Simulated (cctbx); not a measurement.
# Lattice, Laue class and space group of a new crystal

Cell: a = 3.8640 Å, b = 13.4980 Å, c = 15.9790 Å, α = 90.00°, β = 90.00°, γ = 90.00°. Expected content of the cell: Er8 Ag4 Cu12 S20.

The data are simulated with cctbx, not measured: Mo Kα, λ = 0.71073 Å, to d = 0.84 Å, 95 % of the full sphere, strongest reflection 70000 counts, noise from counting, a 2 % proportional error and a noise floor of 8 counts (s.d.); no absorption, some extinction.

A first pass over the reflections prints:

```text
5633 reflections to d = 0.841 A
centring   violations  <I/sigma> of those
    A       1235 of  2803     13.1
    B       1235 of  2821     13.0
    C          0 of  2804      0.0
    I       1269 of  2817     12.8
    R       1693 of  3758     12.9
    F       1235 of  4214      8.7
Laue class    unique    Rint  (classes that these axes allow; Friedel mates merged)
C 1 2/m 1         784   0.018
C 2/m 1 1         862   0.018
C m m m           471   0.020
space group    extra absences  I>4sigma  <I/sigma>
C 2 2 21               19          0      -0.0  acentric
C 2 2 2                 0          0         -  acentric
C m m 2                 0          0         -  acentric
C m c 21               70          0      -0.2  acentric
C 2 m m                 0          0         -  acentric
C m 2 m                 0          0         -  acentric
C 2 c m                70          0      -0.2  acentric
C m c m                70          0      -0.2  centric
C m m m                 0          0         -  centric
Wilson B = 1.08 A^2   <|E^2-1|> = 0.801 (0.968 centric, 0.736 acentric)   E^2>4: 1.6 %
shell (A)         n   <I/sigma>
15.98 - 1.68     73     57.9
 1.68 - 1.33     57     65.9
 1.33 - 1.17     57     61.8
 1.17 - 1.06     63     56.8
 1.06 - 0.98     45     62.1
 0.98 - 0.93     62     49.0
 0.93 - 0.88     55     52.0
 0.88 - 0.84     59     45.3
```

**Question.** What are the lattice type, the Laue class and the likely space group?

The reflections that C centring forbids are absent (⟨I/σ⟩ near 0), so the lattice is C.

Rint stays low (0.018 to 0.020) up to C m m m, the highest class in these axes.

9 settings pass the absence test. The most absences obeyed, 70, belong to C m c 21, C 2 c m and C m c m, which absences can't tell apart.

⟨|E²−1|⟩ = 0.801 lies between the two ideal values. The Wilson B of 1.08 Å² means U ≈ 0.0137 Å².

The true group is Cmcm (no. 63), Laue class mmm, centrosymmetric. The tables only narrow the choice to the tied entries; cell content, site symmetry and trial solutions must settle it.

This is a model crystal, built by substitution and not relaxed, with assumed displacement parameters.

[Logs are printed without paths, hosts, clocks, repeated set-up lines and the standing remarks that a program may print on its own settings, such as how far it seeks lower states.]
